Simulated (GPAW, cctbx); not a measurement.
# How far are the atoms of Hf2TaPd from free atoms?

Aim: compute the bonding part of the density of Hf2TaPd, find which reflections carry it, and see how it biases an ordinary refinement.

The start was made by putting kin elements into a known structure type; the compound need not exist, or be stable, in this form. All numbers below are calculated.

**1. Relax the structure**

The density hangs on the geometry, so cell and atoms are relaxed first, with the symmetry held. The cutoff is set higher than for the density because stress converges slowly with plane waves.

Settings: GPAW 26.7.0, PBE, 570 eV, 7×7×2 k-points (along the axes of the calculation cell), Fermi–Dirac width 0.1 eV, BFGS to 0.03 eV/Å.

```text
cell
1.0
     3.095000000    0.000000000    0.000000000
    -1.547500000    2.680348625    0.000000000
     0.000000000    0.000000000    9.682000000
Ta Hf Pd
1 2 1
Direct
0.000000000 0.000000000 0.000000000
0.666666667 0.333333333 0.759300000
0.666666667 0.333333333 0.240700000
0.000000000 0.000000000 0.500000000
```

```console
$ OMP_NUM_THREADS=1 mpirun -n 4 gpaw python run.py > gpaw.log
```

```text
BFGS:    0      -28.925552        1.547521
BFGS:    1      -28.995291        1.373807
BFGS:    2      -29.256819        0.278664
BFGS:    3      -29.260345        0.164814
...
BFGS:    7      -29.263257        0.065144
BFGS:    8      -29.263623        0.042061
BFGS:    9      -29.263821        0.021414
cell  3.0975 3.0975 9.3844  90.00 90.00 120.00
volume 77.977 A^3, largest force 0.010 eV/A, largest stress 0.18 GPa
```

After 9 steps the volume has changed by -2.9 % and the energy by -0.338 eV; the largest stress left is 0.18 GPa. It took 72 s on 4 cores of Intel(R) Xeon(R) Platinum 8488C (Sapphire Rapids) (shared host), peak memory 1 GiB.

Relaxed structure: P-6m2 (no. 187), a = 3.0975 Å, b = 3.0975 Å, c = 9.3844 Å, α = 90.00°, β = 90.00°, γ = 120.00°.

| atom | mult. | x | y | z |
| --- | --- | --- | --- | --- |
| Ta1 | 1 | 0 | 0 | 0 |
| Hf1 | 2 | 2/3 | 1/3 | 0.7404 |
| Pd1 | 1 | 0 | 0 | 1/2 |

**2. Density and charge transfer**

X-rays see the whole electron density, so the PAW density is rebuilt with its core regions. Subtracting spherical free atoms from the same code cancels the cores and leaves the deformation density Δρ, the part due to bonding.

Settings: PBE, 450 eV, 9×9×3 k-points (along the axes of the calculation cell), Fermi–Dirac width 0.1 eV; primitive cell of 4 atoms.

```console
$ OMP_NUM_THREADS=1 mpirun -n 4 gpaw python run.py > gpaw.log
```

```text
|iter:   1|       0s |  -38.448044 | +0.20 |       |
|iter:   2|       0s |  -31.876337 | -0.04 | -0.76 |
|iter:   3|       1s |  -29.946016 | -1.23 | -1.12 |
...
|iter:  13|       6s |  -29.169428c| -6.58 | -4.45c|
|iter:  14|       6s |  -29.169429c| -7.29 | -4.89c|
|iter:  15|       6s |  -29.169429c| -7.78c| -5.46c|
```

```text
grid (32, 32, 96)  electrons 263.000  moved by bonding 1.154 e
deformation density beyond 0.5 A of the nuclei: max 0.073, min -0.361 e/A^3
atom        x       y       z   Voronoi charge  moment
Ta1    0.0000  0.0000  0.0000     -0.026       0.00
Hf2    0.6667  0.3333  0.7404     -0.021       0.00
Hf3    0.6667  0.3333  0.2596     -0.021       0.00
Pd4    0.0000  0.0000  0.5000      0.069       0.00
mean inner potential of superposed free atoms 28.446 V
total magnetic moment 0.000 muB
```

Deformation density in a plane through the shortest contact of the Hf atom at the origin, in 0.01 e/Å³ (clipped at ±99); x from -1.6 to 4.5 Å, y from 2.4 down to -2.4 Å:

```text
  .  -3  -3   2   4 -10   .   .  -7  -9   2   3   1   0   0  -1
  0  -1  -2   3   5  -2 -15 -16 -14  -4   3   2   1   1  -1  -2
 -4  -2   0   3   4   5   2  -2  -1   3   3   3   3   2   0  -2
  0   1   1   0   0   1   3   3   4   4   2   1   3   4   3  -1
  2   1  -2  -2  -2  -3  -2   1   3   1  -9 -11  -7   3   5   2
  2  -1  -4   0   .   4  -3   0   3  -5 -15   . -29  -7   5   3
  2  -2  -4   .   .   .  -2   0   4  -8   .   .   . -11   2   3
  3   0  -4  -2   .  -1  -3   2   5  -5 -28   . -13  -9   2   3
  2   2  -2  -5  -3  -2  -1   2   5   3  -5  -9  -9  -1   3   3
  0   3   1  -1  -2  -1   1   2   2   4   4   2   2   3   3   3
 -2   2   3   2   2   1   0  -2  -3  -2   0   2   4   3  -1  -4
 -2   1   3   3   2   0  -3   0  -2   0  -4   0   3  -1 -13 -15
  0   1   2   3   2  -1  -5  -2   .   .  -1  -1   4  -5 -15   .
```

Atoms in or within 0.15 Å of the plane: Hf (0.0, 0.0), Pd (2.9, 0.0) Å. Dots mark points within about 0.45 Å of a nucleus; large values next to them are atomic features.

Ta gains most (-0.03 e) and Pd loses most (+0.07 e), which isn't the order of electronegativity: valence and coordination count too, and Voronoi cells cut space at the midplane whatever the atoms' sizes. Along the shortest contact from the Hf atom at the map's origin, Hf–Pd at 2.88 Å, Δρ is +0.03 e/Å³ at the midpoint and highest, +0.04, 1.60 Å from Hf (points within 0.5 Å of a nucleus left out): little piles up between the atoms, as is usual in a metallic crystal, which this run finds. At the midpoints of other shortest contacts it is +0.01 (Ta–Hf, 3.02 Å), +0.01 (Hf–Hf, 3.10 Å), +0.01 (Ta–Ta, 3.10 Å) and +0.04 (Pd–Pd, 3.10 Å) e/Å³. Point values carry grid noise of about 0.01 e/Å³. The run needed 15 iterations, 14 s.

**3. From the density to structure factors**

The Fourier components of Δρ, added to those of the free atoms, give the static X-ray structure factors; the Mott–Bethe relation turns them into the Fourier components V of the potential that fast electrons feel.

```text
static structure factors of the conventional cell: F in electrons, V (Mott-Bethe) in volts
   h  k  l      d  |F| table  |F| free   |F| DFT   change   |V| free  |V| DFT  change %
   0  0  1  9.3844    18.008    18.037    18.178    0.141     1.648    0.917    -44.3
   0  0  2  4.6922    22.505    22.627    22.867    0.240     1.728    1.417    -18.0
   0  0  3  3.1281    47.539    47.598    47.673    0.074     2.997    2.954     -1.4
   1  0  0  2.6825   113.877   113.765   113.632   -0.133     8.273    8.334      0.7
   1  0  1  2.5792    28.823    28.821    28.948    0.127     1.331    1.286     -3.4
   0  0  4  2.3461   213.694   213.384   212.780   -0.604    14.715   14.910      1.3
   1  0  2  2.3288   187.256   186.978   186.387   -0.591    12.822   13.012      1.5
   1  0  3  2.0363    22.524    22.452    22.580    0.129     1.094    1.075     -1.7
   0  0  5  1.8769     9.589     9.621     9.517   -0.103     1.238    1.260      1.7
   1  0  4  1.7660    99.188    98.977    99.005    0.028     5.838    5.837     -0.0
   0  0  6  1.5641    14.706    14.589    14.686    0.097     0.167    0.153     -8.4
   1  1  0  1.5487   188.842   188.513   188.660    0.147    10.502   10.481     -0.2
   1  0  5  1.5378    46.873    46.717    46.842    0.125     1.979    1.962     -0.9
   1  1  1  1.5281    16.594    16.492    16.608    0.116     0.256    0.240     -6.2
```

The largest X-ray change is -0.60 e on 004, 0.3 % of |F|. For electrons V goes as (Z − F)/g², so a change of F counts against Z − F, which is small at low angle and wherever the atoms' terms cancel: |V| of 001 moves by -44.3 % (1.65 to 0.92 V) against +0.8 % in |F|. The tabulated Hartree–Fock atoms differ from the free DFT atoms by up to 0.33 e, so the choice of reference atom matters too.

**4. The functional ladder**

The same geometry is run with other functionals, to see whether the bonding signal is larger than the spread between approximations. Free atoms are LDA for LDA and PBE otherwise; meta-GGAs and hybrids keep PBE cores. Any other changed setting is in the row's label.

```csv
run,ΔF 004 (e),ΔF 102 (e),ΔF 002 (e),q(Ta) (e),moved (e),time
PBE,-0.604,-0.591,+0.240,-0.026,1.154,14 s
LDA,-0.590,-0.577,+0.224,-0.027,1.096,17 s
r2SCAN,-0.579,-0.570,+0.219,-0.031,1.209,32 s
```

At the base's settings ΔF(004) spans -0.604 to -0.579 e, a spread of 4 % of the PBE value; over the three listed reflections the spread is at most 9 %, so sign and size hold across the functionals. Times are from shared hosts.

**5. Refining ordinary atoms against data with bonding**

Routine crystallography fits spherical atoms. To see the bias, intensities are simulated from tabulated atoms plus the DFT change ΔF, so that bonding alone can misfit (2604 reflections of the full sphere, merged to the counts below, to 0.5 Å, 0.5 % proportional noise plus counting noise, assumed isotropic U as listed, Δρ smeared by the mean U) and refined with cctbx over different ranges.

| range | data | R1 | GooF | U Ta1 (true 0.0058) | U Hf1 (true 0.0058) | U Pd1 (true 0.0069) | largest shift (Å) | Δρ max, min (e/Å³) |
| --- | --- | --- | --- | --- | --- | --- | --- | --- |
| all data | 314 | 0.0032 | 0.94 | 0.0058 | 0.0058 | 0.0069 | 0.0000 | 0.37, -0.30 |
| low resolution, d > 0.84 | 83 | 0.0025 | 1.02 | 0.0058 | 0.0058 | 0.0069 | 0.0000 | 0.18, -0.20 |
| high order, d < 0.75 | 207 | 0.0036 | 0.91 | 0.0058 | 0.0058 | 0.0069 | 0.0000 | 0.26, -0.31 |
| occupancies free, d > 0.7 | 129 | 0.0027 | 0.96 | 0.0057 | 0.0058 | 0.0068 | 0.0001 | 0.24, -0.22 |

With all data GooF is 0.94, so at this noise the bonding hardly shows; the top residual peak lies 1.79 Å from Pd and 1.79 Å from Pd. No U is off by more than 3 s.u. at low resolution. With Ta1 held at 1 and the scale free, the other occupancies refine to Hf1 1.001(0.001) and Pd1 0.999(0.002), within three s.u. of full.

**6. Answer**

Bonding moves 1.15 e in the primitive cell of Hf2TaPd and changes the structure factors of the conventional cell in the table above by at most 0.60 e (004, 0.3 %), and among reflections above 2 % of the strongest by up to 1.1 % (005). The shortest bond, Hf–Pd, has Δρ = +0.03 e/Å³ at its midpoint, with no localised bond charge. At the base's settings ΔF(004) spans -0.604 to -0.579 e, a spread of 4 % of the PBE value; over the three listed reflections the spread is at most 9 %, so sign and size hold across the functionals. With all data GooF is 0.94, so at this noise the bonding hardly shows. Limits: static density, frozen cores, no spin–orbit coupling.

[Outputs are excerpts: Python notices, other lines and further rows are left out; steps that failed or that the build refused (PBEsol, TPSS) are not shown.]

[Logs are printed without paths, hosts, clocks, repeated set-up lines and the standing remarks that a program may print on its own settings, such as how far it seeks lower states.]
